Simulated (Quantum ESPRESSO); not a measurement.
# TiClO: parallel and opposed starts, part 2 of 2

Wanted: the moments of TiClO and the energy of each order that was tried.

Quantum ESPRESSO 7.5; PBEsol; plane waves with GBRV 1.5 PBEsol potentials, no spin-orbit coupling.

So far, absolute magnetization (μB): step 2 (start 1: ferro ++) 2.05.

The database entry behind the starting cell differs from later determinations by our own check (old inner coordinates), so it need not match the best structure at ambient conditions.

## 3. Run 2 (antiferro +−)

pw.in reads:

```
&CONTROL
  calculation = 'scf'
  prefix = 'pwscf'
  outdir = './tmp'
  pseudo_dir = './pseudo'
  disk_io = 'nowf'
/
&SYSTEM
  ibrav = 0
  celldm(1) = 8
  nat = 6
  ntyp = 4
  ecutwfc = 40
  ecutrho = 280
  nbnd = 35
  occupations = 'smearing'
  smearing = 'fd'
  degauss = 0.00367493
  nspin = 2
  starting_magnetization(1) = 0.0833
  starting_magnetization(2) = -0.0833
  starting_magnetization(3) = 0
  starting_magnetization(4) = 0
/
&ELECTRONS
  conv_thr = 1.2d-08
  electron_maxstep = 150
  mixing_beta = 0.3
/
ATOMIC_SPECIES
Ti1    47.8670 ti_pbesol_v1.4.uspp.F.UPF
Ti2    47.8670 ti_pbesol_v1.4.uspp.F.UPF
Cl     35.4500 cl_pbesol_v1.4.uspp.F.UPF
O      15.9990 o_pbesol_v1.2.uspp.F.UPF
CELL_PARAMETERS alat
   0.7984092876544    0.0000000000000    0.0000000000000
   0.0000000000000    0.8952577515415    0.0000000000000
   0.0000000000000    0.0000000000000    1.8968125975931
ATOMIC_POSITIONS crystal
Ti1     0.0000000000    0.5000000000    0.1220000000
Ti2     0.5000000000    0.0000000000    0.8780000000
Cl      0.5000000000    0.5000000000    0.3200000000
Cl      0.0000000000    0.0000000000    0.6800000000
O       0.5000000000    0.5000000000    0.9350000000
O       0.0000000000    0.0000000000    0.0650000000
K_POINTS automatic
6 6 6 0 0 0
```

Run with:

```console
$ OMP_NUM_THREADS=1 mpirun -n 4 pw.x -nk 4 -in pw.in > pw.out
```

The program printed:

```text
[banner, memory and clock lines left out]
Program PWSCF v.7.5 starts

     Message from routine setup:
     using ibrav=0 with symmetry is DISCOURAGED, use correct ibrav instead

     bravais-lattice index     =            0
     lattice parameter (alat)  =       8.0000  a.u.
     unit-cell volume          =     694.1735 (a.u.)^3
     number of atoms/cell      =            6
     number of atomic types    =            4
     number of electrons       =        50.00
     number of Kohn-Sham states=           35
     kinetic-energy cutoff     =      40.0000  Ry
     charge density cutoff     =     280.0000  Ry
     scf convergence threshold =      1.2E-08
     mixing beta               =       0.3000
     number of iterations used =            8  plain     mixing
     Exchange-correlation= SLA  PW   PSX  PSC
                           (   1   4  10   8   0   0   0)

     celldm(1)=   8.000000  celldm(2)=   0.000000  celldm(3)=   0.000000
     celldm(4)=   0.000000  celldm(5)=   0.000000  celldm(6)=   0.000000

     crystal axes: (cart. coord. in units of alat)
               a(1) = (   0.798409   0.000000   0.000000 )
               a(2) = (   0.000000   0.895258   0.000000 )
               a(3) = (   0.000000   0.000000   1.896813 )

     reciprocal axes: (cart. coord. in units 2 pi/alat)
               b(1) = (  1.252490  0.000000  0.000000 )
               b(2) = (  0.000000  1.116997  0.000000 )
               b(3) = (  0.000000  0.000000  0.527200 )

     PseudoPot. # 1 for Ti read from file:
     ti_pbesol_v1.4.uspp.F.UPF
     Pseudo is Ultrasoft + core correction, Zval = 12.0

     PseudoPot. # 2 for Ti read from file:
     ti_pbesol_v1.4.uspp.F.UPF
     Pseudo is Ultrasoft + core correction, Zval = 12.0

     PseudoPot. # 3 for Cl read from file:
     cl_pbesol_v1.4.uspp.F.UPF
     Pseudo is Ultrasoft + core correction, Zval =  7.0

     PseudoPot. # 4 for O  read from file:
     o_pbesol_v1.2.uspp.F.UPF
     Pseudo is Ultrasoft + core correction, Zval =  6.0

     atomic species   valence    mass     pseudopotential
     Ti1              12.00    47.86700     Ti( 1.00)
     Ti2              12.00    47.86700     Ti( 1.00)
     Cl                7.00    35.45000     Cl( 1.00)
     O                 6.00    15.99900     O ( 1.00)

     Starting magnetic structure
     atomic species   magnetization
     Ti1             0.083
     Ti2            -0.083
     Cl              0.000
     O               0.000

      4 Sym. Ops. (no inversion) found

   Cartesian axes

     site n.     atom                  positions (alat units)
         1        Ti1    tau(   1) = (   0.0000000   0.4476289   0.2314111  )
         2        Ti2    tau(   2) = (   0.3992046   0.0000000   1.6654015  )
         3        Cl     tau(   3) = (   0.3992046   0.4476289   0.6069800  )
         4        Cl     tau(   4) = (   0.0000000   0.0000000   1.2898326  )
         5        O      tau(   5) = (   0.3992046   0.4476289   1.7735198  )
         6        O      tau(   6) = (   0.0000000   0.0000000   0.1232928  )

     number of k points=    64  Fermi-Dirac smearing, width (Ry)=  0.0037
                       cart. coord. in units 2pi/alat
        k(    1) = (   0.0000000   0.0000000   0.0000000), wk =   0.0046296
        k(    2) = (   0.0000000   0.0000000   0.0878667), wk =   0.0092593
        k(    3) = (   0.0000000   0.0000000   0.1757334), wk =   0.0092593
        k(    4) = (   0.0000000   0.0000000  -0.2636001), wk =   0.0046296
        k(    5) = (   0.0000000   0.1861661   0.0000000), wk =   0.0092593
        [... 59 further k-points ...]

     Dense  grid:    54829 G-vectors     FFT dimensions: (  36,  40,  81)

     Smooth grid:    23761 G-vectors     FFT dimensions: (  25,  30,  64)

     Check: negative core charge=   -0.000004
     Generating pointlists ...
     new r_m :   0.1900 (alat units)  1.5197 (a.u.) for type    1
     new r_m :   0.1900 (alat units)  1.5197 (a.u.) for type    2
     new r_m :   0.2261 (alat units)  1.8087 (a.u.) for type    3
     new r_m :   0.1900 (alat units)  1.5197 (a.u.) for type    4

     Initial potential from superposition of free atoms

     starting charge      47.9999, renormalised to      50.0000

     negative rho (up, down):  1.682E-02 1.682E-02
     Starting wfcs are   36 randomized atomic wfcs

     Self-consistent Calculation

     iteration #  1     ecut=    40.00 Ry     beta= 0.30
     Davidson diagonalization with overlap
     ethr =  1.00E-02,  avg # of iterations =  3.8

     negative rho (up, down):  1.620E-02 1.620E-02

     total energy              =    -369.53156992 Ry
     estimated scf accuracy    <       1.24174909 Ry

     total magnetization       =    -0.00 Bohr mag/cell
     absolute magnetization    =     1.68 Bohr mag/cell

     iteration #  2     ecut=    40.00 Ry     beta= 0.30
     Davidson diagonalization with overlap
     ethr =  2.48E-03,  avg # of iterations =  3.0

     negative rho (up, down):  1.616E-02 1.616E-02

     total energy              =    -369.84798282 Ry
     estimated scf accuracy    <       0.24629191 Ry

     total magnetization       =    -0.00 Bohr mag/cell
     absolute magnetization    =     1.22 Bohr mag/cell

     [... further iterations left out ...]

     iteration # 20     ecut=    40.00 Ry     beta= 0.30
     Davidson diagonalization with overlap
     ethr =  2.03E-09,  avg # of iterations =  2.2

     negative rho (up, down):  1.554E-02 1.554E-02

     total energy              =    -369.87171101 Ry
     estimated scf accuracy    <       0.00000004 Ry

     total magnetization       =     0.00 Bohr mag/cell
     absolute magnetization    =     1.91 Bohr mag/cell

     iteration # 21     ecut=    40.00 Ry     beta= 0.30
     Davidson diagonalization with overlap
     ethr =  8.64E-11,  avg # of iterations =  3.1

     negative rho (up, down):  1.554E-02 1.554E-02

     Magnetic moment per site  (integrated on atomic sphere of radius R)
     atom   1 (R=0.190)  charge=  8.6082  magn=  0.5741
     atom   2 (R=0.190)  charge=  8.6082  magn= -0.5742
     atom   3 (R=0.226)  charge=  5.0559  magn=  0.0097
     atom   4 (R=0.226)  charge=  5.0559  magn= -0.0097
     atom   5 (R=0.190)  charge=  5.3848  magn=  0.0375
     atom   6 (R=0.190)  charge=  5.3848  magn= -0.0375

     End of self-consistent calculation

     Number of k-points >= 100: set verbosity='high' to print the bands.

     the Fermi energy is     8.1533 ev

!    total energy              =    -369.87171105 Ry
     estimated scf accuracy    <          3.5E-09 Ry
     smearing contrib. (-TS)   =      -0.00373699 Ry
     internal energy E=F+TS    =    -369.86797406 Ry

     The total energy is F=E-TS. E is the sum of the following terms:
     one-electron contribution =    -303.52395903 Ry
     hartree contribution      =     169.15323391 Ry
     xc contribution           =     -69.01498755 Ry
     ewald contribution        =    -166.48226139 Ry

     total magnetization       =    -0.00 Bohr mag/cell
     absolute magnetization    =     1.91 Bohr mag/cell

     convergence has been achieved in  21 iterations
```

Run time: 56 s. Hardware: 4 MPI ranks of Intel Xeon 6975P-C (Granite Rapids), shared host; peak memory 0.83 GiB; 3.8 min of CPU time.

Spin moment in the atom's sphere by atom:

```
atom  spin moment in the atom's sphere (μB)
 Ti1                                  0.574
 Ti2                                 -0.574
 Cl3                                  0.010
 Cl4                                 -0.010
  O5                                  0.037
  O6                                 -0.037
```

Read from the output:

- smearing term TS: 0.05084 eV
- magnetization: 0 μB
- absolute magnetization: 1.907 μB
- final state: antiferromagnetic

## 4. Start 3: no spin polarisation

pw.in, as its differences from that of step 3:

```diff
@@ -11,3 +11,3 @@
   nat = 6
-  ntyp = 4
+  ntyp = 3
   ecutwfc = 40
@@ -18,7 +18,2 @@
   degauss = 0.00367493
-  nspin = 2
-  starting_magnetization(1) = 0.0833
-  starting_magnetization(2) = -0.0833
-  starting_magnetization(3) = 0
-  starting_magnetization(4) = 0
 /
@@ -30,4 +25,3 @@
 ATOMIC_SPECIES
-Ti1    47.8670 ti_pbesol_v1.4.uspp.F.UPF
-Ti2    47.8670 ti_pbesol_v1.4.uspp.F.UPF
+Ti     47.8670 ti_pbesol_v1.4.uspp.F.UPF
 Cl     35.4500 cl_pbesol_v1.4.uspp.F.UPF
@@ -39,4 +33,4 @@
 ATOMIC_POSITIONS crystal
-Ti1     0.0000000000    0.5000000000    0.1220000000
-Ti2     0.5000000000    0.0000000000    0.8780000000
+Ti      0.0000000000    0.5000000000    0.1220000000
+Ti      0.5000000000    0.0000000000    0.8780000000
 Cl      0.5000000000    0.5000000000    0.3200000000
```

The program printed:

```text
     [... lines left out ...]
Program PWSCF v.7.5 starts
     [... lines left out ...]
     number of atoms/cell      =            6
     [... lines left out ...]
     number of electrons       =        50.00
     number of Kohn-Sham states=           35
     kinetic-energy cutoff     =      40.0000  Ry
     charge density cutoff     =     280.0000  Ry
     scf convergence threshold =      1.2E-08
     [... lines left out ...]
      8 Sym. Ops., with inversion, found ( 4 have fractional translation)
     [... lines left out ...]
     number of k points=    64  Fermi-Dirac smearing, width (Ry)=  0.0037
     [... lines left out ...]
     iteration # 14     ecut=    40.00 Ry     beta= 0.30
     [... lines left out ...]
     the Fermi energy is     8.1678 ev
!    total energy              =    -369.86718788 Ry
     estimated scf accuracy    <          4.8E-10 Ry
     smearing contrib. (-TS)   =      -0.00354172 Ry
     [... lines left out ...]
     convergence has been achieved in  14 iterations
```

It took 23 s on 4 MPI ranks; peak memory 0.53 GiB.

This step gave:

```yaml
smearing_term_ts: 0.04819 eV
final_state: non-magnetic (no spin polarisation)
```

## 5. Ranking

An order is kept where moments of 0.15 μB or more survive with the typed signs; meshes match where a doubled cell samples the same k points as the first cell.

Orders:

```csv
start,final state,typed order kept,energy over the lowest (meV a seeded atom),largest site moment (μB),net moment (μB a cell of the first run),mesh matched,CPU time (s)
ferro ++,ferromagnetic,yes,0,0.6219,1.974,yes,183.5
antiferro +-,antiferromagnetic,yes,12.31,0.5742,0,yes,225
no spin polarisation,non-magnetic,-,43.08,0,0,yes,89.31
```

## 6. Results

| Quantity | Value |
| --- | --- |
| lowest state found | ferromagnetic (from ferro ++) |
| largest site moment | 0.622 μB |
| next state with moments | antiferromagnetic, 12.3 meV a seeded atom higher |
| state without moments | 43.1 meV a seeded atom higher |

What this shows: The smearing terms TS of the orders run from 19 to 25 meV a seeded atom, so the differences would change at a smaller width: an order with a larger TS is lowered more by the smearing. This is the lowest of 3 collinear or spinless starts, no proof of the ground state. No Hubbard term acts here. In such compounds local and semilocal functionals without one often delocalise the d electrons, and can shrink or lose moments and miss the size, sign and order of the couplings. The smearing term is large for its width, so states at the Fermi level are partly filled: at this level the cell is a metal or has a gap of a few widths at most.

[Logs and program files are shortened in this print: banners, set-up blocks, solver, clock and traceback lines can be left out without a mark of their own.]

[Logs are printed without paths, hosts, clocks, repeated set-up lines and the standing remarks that a program may print on its own settings, such as how far it seeks lower states.]

[Hosts, paths, dates, database ids (printed as entryN), source tags and the programs' standing remarks are cut or masked in the printed files.]

[Where a cell is said to come from a database of computed structures, the database is the Materials Project.]
